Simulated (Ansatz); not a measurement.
# Starting-point dependence of the GW gap of SnO2 (Pnnm)

How much of the starting functional survives in the G0W0 gap of SnO2 (Pnnm)?

Calculated with Ansatz 0.2.0; G0W0 on several functionals, plane waves, PAW.

## Step 1: Set-up

It takes space group Pnnm (No. 58, orthorhombic). The conventional cell has a = 4.788 Å, b = 4.867 Å, c = 3.241 Å, α = 90.00°, β = 90.00°, γ = 90.00°. Sn has 6 O at 2.09 to 2.10 Å nearest. O has 3 Sn at 2.09 to 2.10 Å nearest. Farther neighbours and most contacts between anions are not listed.

Structure file:

```cif
data_structure
_symmetry_space_group_name_H-M 'P 1'
_symmetry_Int_Tables_number 1
_cell_length_a 4.7880
_cell_length_b 4.8666
_cell_length_c 3.2409
_cell_angle_alpha 90.000
_cell_angle_beta 90.000
_cell_angle_gamma 90.000
_cell_volume 75.52
loop_
_atom_site_label
_atom_site_type_symbol
_atom_site_fract_x
_atom_site_fract_y
_atom_site_fract_z
_atom_site_occupancy
Sn1 Sn 0.50000 0.50000 0.50000 1
Sn2 Sn 0.00000 0.00000 0.00000 1
O3 O 0.29185 0.32104 0.00000 1
O4 O 0.79185 0.17896 0.50000 1
O5 O 0.20814 0.82104 0.50000 1
O6 O 0.70815 0.67896 0.00000 1
```

The cell and positions are those that the Materials Project relaxed with its own functionals (PBE, PBE+U or r2SCAN), kept fixed. This is not the form that SnO2 usually takes at ambient conditions.

## Step 2: G0W0 on LDA

G0W0 replaces the xc potential by the self-energy, built once from these orbitals. Only a window of levels is corrected, while the sums run over the empty bands that the input names. This step takes PAW set soft_1 files.

This step: G0W0 on LDA, plane waves, PAW; PAW set soft_1.

Contents of input.yaml:

```yaml
crystal:
  lattice:
    - [4.788004, 0.0, 0.0]
    - [0.0, 4.866582, 0.0]
    - [0.0, 0.0, 3.240898]
  atoms:
    - { symbol: Sn, position: [0.5, 0.5, 0.5] }
    - { symbol: Sn, position: [0.0, 0.0, 0.0] }
    - { symbol: O, position: [0.291855, 0.321042, 0.0] }
    - { symbol: O, position: [0.791855, 0.178958, 0.5] }
    - { symbol: O, position: [0.208145, 0.821042, 0.5] }
    - { symbol: O, position: [0.708145, 0.678958, 0.0] }
kpoints:
  mp_grid: { grid: [4, 4, 6] }
hamiltonian:
  xc: lda
  pseudopotentials: { kind: paw, azcp: { folder: soft_1 }, xc_functional: pbe }
scf:
  occupations: { method: fixed }
gw:
  n_empty_bands: 277
  ecut_chi: 138
  qp_bands: [v2, c2]
  qp_kpoints: band_edges
  screening: { model: contour_deformation }
```

Run with:

```console
$ ansatz run input.yaml --threads 2 --pin off --max-ram 92160MiB --backend cuda --events-out ev --progress --plain --runs-dir out --devices 1 --max-vram 13GiB
```

Numbers of over 12 decimals in the logs are rounded to 6 here.

Log:

```text
GPUs: using 1 of 1 available (devices: 1).
Engine: ansatz 0.2.0, x86_64-unknown-linux-gnu
Pseudopotentials: kind: paw
Pseudopotential: Sn, paw, valence charge 14, recommended cutoff 420 eV (normal), soft_1/Sn.paw.azcp
Pseudopotential: O, paw, valence charge 6, recommended cutoff 420 eV (normal), soft_1/O.paw.azcp
Functional definition: SPW92
  exchange = slater_x
  correlation = pw_c
device memory: the entry about to start is reckoned to put 1.6 GiB on a device that reports 56.4 GiB free (of which the cap on the GPU budget leaves the run 13.0 GiB)
GPU FFT provider: cuFFT
GPU libraries: cuBLAS 13.8.2, cuFFT 12.4.0, cuSOLVER 12.3.4
Crystal: 6 atoms, lattice volume = 75.517 Å³
Basis set: ecut = 420 eV, 1479 PW (Γ)
Bands: 32, of which v1, the nominal top of the filled ones, is band 26 counted from 1 (25 counted from 0)
Symmetry: 8 space group operations
Space group: Pnnm (ITA 58), of the structure as read, at distance tolerance 4.2e-5 Å
k-points: 36 of 96
Non-local potential: Sn, projectors of the file, l = 0: 2, l = 1: 2, l = 2: 2, l = 3: 1
Non-local potential: O, projectors of the file, l = 0: 2, l = 1: 2, l = 2: 1
PAW form: soft (Blöchl's): semilocal exchange-correlation on the pseudo side does not see the compensation charge
PAW frozen core: Sn, regenerated for the run's functional, and the local potential with it (the file was generated under x = pbe(κ = 0.804, μ = 0.219515), c = pbe(β = 0.066725))
PAW frozen core: O, regenerated for the run's functional, and the local potential with it (the file was generated under x = pbe(κ = 0.804, μ = 0.219515), c = pbe(β = 0.066725))
PAW one-centre angular grid: Sn, 590 points (default); XC on 64 Gauss nodes
PAW one-centre angular grid: O, 110 points (default); XC on 64 Gauss nodes
Initial density: superposition of atomic densities (chi_scale 0.1, normalization cell, long waves kept (reshape's long-wave potential 0.00 eV rms))
Initial wavefunctions: pseudopotential atomic-orbital guess
GPU buffer pool allocated for 31104 grid points (all kernels)
GPU transforms: local potential and band sums: pruned to the plane-wave sphere, on 36×36×24
Functional: x = slater, c = lda
SCF iter   1: F=—  HF=-13980.942826 eV  |F-HF|=—  |Δ(HF+E_count)|=         —  Δρ=6.33e-2  dr2=2.14e0  ethr=3.10e-3  ⟨swp⟩=4.0  Hψ=4455  notcnv=0  defer=142
preconditioner: auto → Resta (q_TF=auto, 2.564 Å⁻¹)  ε∞=3.5  [insulator: Δε(μ)=1.030 eV  Ē_g=19.398 eV  n_scr=18 (ndim 8)  ℏωp=30.8 eV  f_vac=0.000  ε∞_Penn≈3.5]
SCF iter   2: F=—  HF=-13980.470602 eV  |F-HF|=—  |Δ(HF+E_count)|=   4.72e-1  Δρ=3.27e-2  dr2=4.12e-1  ethr=3.10e-3  ⟨swp⟩=3.0  Hψ=2426  notcnv=0  defer=144
SCF iter   3: F=—  HF=-13980.371668 eV  |F-HF|=—  |Δ(HF+E_count)|=   9.89e-2  Δρ=9.56e-3  dr2=6.88e-2  ethr=7.92e-4  ⟨swp⟩=3.0  Hψ=2056  notcnv=0  defer=144
SCF iter   4: F=—  HF=-13980.355150 eV  |F-HF|=—  |Δ(HF+E_count)|=   1.65e-2  Δρ=1.91e-3  dr2=1.84e-3  ethr=1.32e-4  ⟨swp⟩=2.0  Hψ=1551  notcnv=0  defer=144
SCF iter   5: F=—  HF=-13980.355554 eV  |F-HF|=—  |Δ(HF+E_count)|=   4.04e-4  Δρ=5.59e-4  dr2=1.67e-4  ethr=3.53e-6  ⟨swp⟩=2.9  Hψ=1679  notcnv=0  defer=144
SCF iter   6: F=—  HF=-13980.355594 eV  |F-HF|=—  |Δ(HF+E_count)|=   4.07e-5  Δρ=7.05e-5  dr2=2.87e-6  ethr=3.21e-7  ⟨swp⟩=2.1  Hψ=1662  notcnv=0  defer=129
SCF iter   7: F=-13980.355595 eV  HF=-13980.355595 eV  |F-HF|=1.82e-8  |Δ(HF+E_count)|=   4.42e-7  Δρ=9.19e-6  dr2=7.53e-8  ethr=1.92e-10  ⟨swp⟩=8.2  Hψ=5222  notcnv=0
SCF 1 converged in 7 iterations: F = -13980.355595 eV  dr2 = 7.53e-8
  greatest PAW one-centre occupation: 0.997 electrons in one spin orbital (limit 2), on the Sn atom at site 1 (counted from 0), in its partial waves of l = 2
device memory: the entry about to start is reckoned to put 1.8 GiB (of the 1.9 GiB reckoned in all, the device holds 0.1 GiB already) on a device that reports 54.4 GiB free (of which the cap on the GPU budget leaves the run 12.9 GiB)
NSCF: frozen V_eff on 36 k-points, pencils in batches of 32, up to order 128
the band table was solved once the SCF had ended and its energy, with any forces and stress, was formed, with the checks that follow a solve (4722 applications of the Hamiltonian). They found nothing against the state; the energy, forces and stress were not computed again (output.eigenvalues in the input reference)
device memory: the entry about to start is reckoned to put 3.0 GiB on a device that reports 54.5 GiB free (of which the cap on the GPU budget leaves the run 13.0 GiB)
NSCF: frozen V_eff on 36 k-points
G₀W₀ screening: q 1/36
[... further progress lines ...]
SCF converged after 7 iterations
Free energy (F): -13980.355595 eV
Harris-Foulkes:  -13980.355595 eV  (|F-HF|=1.82e-8)
Internal energy: -13980.355595 eV  (E = F + TS)
E sigma→0 (E₀):  -13980.355595 eV
Fermi energy:    8.285784 eV
--- Per-component energies (eV) ---
  E_band       = -169.736332
  E_kinetic    = 1009.151674
  E_local      = -3266.937050  (includes V_loc(G=0)·N_el)
  E_nonlocal   = 516.663894
  E_hartree    = 1465.586872
  E_xc         = -527.854901
  E_vxc        = -520.362058  (∫ρ·V_xc dr)
  E_paw        = -9065.744361  (= ΣΔE_a)
  E_vpaw       = -839.425583  (= ΣTr[D̂ρ^β])
  E_aug_tail   = 0.003884  (compensation charges beyond the density's cutoff)
  E_ewald      = -4112.463075
  E_core_change = 1.237468  (= ΣΔE_core)
  E_smearing   = -0.000000  (= −TS)
  E_closure    = -0.000000  (closes the sum)
  Σ components = -13980.355595   (vs F -13980.355595, Δ=0.00e0)
--- Band table (eV; the first three rows and the last of 36) ---
  k-point 0: bands = [... 22 lower, 7.1392, 7.6611, 7.6670, 8.2858, 8.9712, 13.8098, 14.1552, 14.3075, ... 2 higher]
  k-point 1: bands = [... 22 lower, 6.2949, 7.6537, 7.6911, 8.1452, 10.4633, 14.2511, 15.1957, 15.3372, ... 2 higher]
  k-point 2: bands = [... 22 lower, 6.1088, 7.4119, 7.5109, 7.5857, 12.4108, 14.4656, 16.6157, 17.1365, ... 2 higher]
  k-point 35: bands = [... 22 lower, 7.4474, 7.4474, 7.6328, 7.6328, 12.5262, 12.5262, 16.7214, 16.7214, ... 2 higher]
--- G₀W₀: contour deformation, 7 samples at zero and on the imaginary axis and 2 off it, 96 q-points, 277 empty bands' worth ---
  eigenvalues of the whole cell's RPA ε∞ on this k-mesh (on a slab, of 1 + 4πα/V) = 5.1820, 5.4494, 5.4750; static W/v taken at q = 0 is 0.186256
  bands read: the sum over 303 bands ends inside a degenerate multiplet in 23 slots, whose members it reads at an even weight; the widest, k=3: bands 303 to 304 (counted from 1) at 1/2 each
  gw.qp_kpoints: band_edges: 14 of 36 stored k-points solved, in 1 pass; an edge of the gap read off the rows below is read off those points alone
    valence top: of the k-points left out ik 25 came nearest to being solved in a further pass, in band 26 (counted from 1, as in the quasiparticle table): it holds the edge there only if its correction is more favourable than any solved in that band by at least 0.472 eV; those differ by 0.190 eV
    conduction bottom: of the k-points left out ik 28 came nearest to being solved in a further pass, in band 27 (counted from 1, as in the quasiparticle table): it holds the edge there only if its correction is more favourable than any solved in that band by at least 3.273 eV; those differ by 0.633 eV
    ik  band        ε_KS         Σx   Σc(E_QP)       V_xc       Z   E_QP_lin       E_QP  E_QP is
     0    25      7.6670   -26.1688     4.8990   -20.7791  0.7211     7.1655     7.1763  root
     0    26      8.2858   -26.1100     4.7034   -20.9163  0.7296     7.7861     7.7954  root
     0    27      8.9712   -15.7346    -2.6409   -19.1296  0.7932     9.7388     9.7252  root
     0    28     13.8098   -12.5555    -4.8523   -18.6394  0.7668    15.0916    15.0415  root
     1    25      7.6911   -26.3322     4.9225   -20.9075  0.7217     7.1779     7.1889  root
     1    26      8.1452   -26.6349     5.3025   -20.7532  0.7205     7.5508     7.5660  root
     1    27     10.4633   -16.1749    -3.0812   -20.2141  0.7830    11.4494    11.4213  root
     1    28     14.2511   -13.5293    -5.0142   -19.8787  0.7574    15.6534    15.5864  root
     3    25      7.2444   -26.0495     5.4427   -19.9605  0.7080     6.5805     6.5980  root
     3    26      7.2444   -26.0495     5.4427   -19.9605  0.7080     6.5805     6.5980  root
     3    27     13.7381   -14.9216    -4.7668   -21.0747  0.7604    15.2015    15.1244  root
     3    28     13.7381   -14.9216    -4.7668   -21.0747  0.7604    15.2015    15.1244  root
     4    25      7.6907   -26.2555     4.9321   -20.8230  0.7210     7.1789     7.1903  root
     4    26      7.9834   -26.2385     5.1902   -20.4726  0.7202     7.3902     7.4077  root
     4    27     10.3172   -16.3112    -2.8535   -20.0583  0.7835    11.2341    11.2109  root
     4    28     13.3997   -13.5091    -4.5604   -19.2672  0.7705    14.6552    14.5975  root
     5    25      7.6628   -26.3112     4.9628   -20.8338  0.7207     7.1358     7.1481  root
     5    26      7.9572   -26.4197     5.2434   -20.5988  0.7195     7.3620     7.3798  root
     5    27     11.1830   -15.9017    -3.4130   -20.3524  0.7808    12.2599    12.2207  root
     5    28     13.9002   -14.2426    -4.8016   -20.3536  0.7564    15.2724    15.2096  root
     8    25      7.7301   -26.2753     5.0197   -20.7218  0.7201     7.1830     7.1963  root
     8    26      7.7301   -26.2753     5.0197   -20.7218  0.7201     7.1830     7.1963  root
     8    27     12.1644   -15.2781    -3.8513   -20.2464  0.7732    13.3260    13.2813  root
     8    28     12.1644   -15.2781    -3.8513   -20.2464  0.7732    13.3260    13.2813  root
[...]
24    25      7.8528   -26.3020     5.1160   -20.6335  0.7194     7.2884     7.3004  root
    24    26      7.8528   -26.3020     5.1160   -20.6335  0.7194     7.2884     7.3004  root
    24    27     12.0042   -15.1322    -3.8414   -20.0785  0.7765    13.1547    13.1090  root
    24    28     12.0042   -15.1322    -3.8414   -20.0785  0.7765    13.1547    13.1090  root
    35    25      7.6328   -26.4266     5.4712   -20.3367  0.7143     6.9905     7.0140  root
    35    26      7.6328   -26.4266     5.4712   -20.3367  0.7143     6.9905     7.0140  root
    35    27     12.5262   -13.6041    -4.3394   -19.1493  0.7859    13.7946    13.7321  root
    35    28     12.5262   -13.6041    -4.3394   -19.1493  0.7859    13.7946    13.7321  root
```

Wall time 88 s (1 × NVIDIA H100 80GB HBM3 (shared by 6 runs) with 2 threads of AMD EPYC 7R13 (Zen 3), shared host); peak memory 1.8 GiB; 2.4 min of CPU time.

This step gave:

* bands summed: 303
* RPA ε∞ on this mesh (eigenvalues): 5.182, 5.449, 5.475
* plane waves in the screening matrix: 275
* q-points in the mesh: 96
* G0W0 gap on the mesh: 1.930 eV
* k of the valence top: 0, 0, 0
* k of the conduction bottom: 0, 0, 0
* starting gap on the mesh: 0.6854 eV
* Z at the valence top: 0.7296
* Z at the conduction bottom: 0.7932
* least direct G0W0 gap on the computed points: 1.930 eV

The gap on the mesh goes from 0.69 eV to 1.93 eV, a correction of +1.24 eV. Between the two edge states, bare exchange in place of the xc potential would open the gap by 8.59 eV, and correlation takes back 7.34 eV.

(Part 1 of 2 ends here.)

[Paths, hosts, dates, memory and timing lines, banners, echoed tables and standing remarks are left out of the program output.]

[Logs are printed without paths, hosts, clocks, repeated set-up lines and the standing remarks that a program may print on its own settings, such as how far it seeks lower states.]

[Runs of the session that timed out or met a known fault of the program may be left out.]

[Cells called generated may have been cut or substituted from an entry of the Crystallography Open Database or the Materials Project.]

[Hosts, paths, dates, database ids (printed as entryN), source tags and the programs' standing remarks are cut or masked in the printed files.]
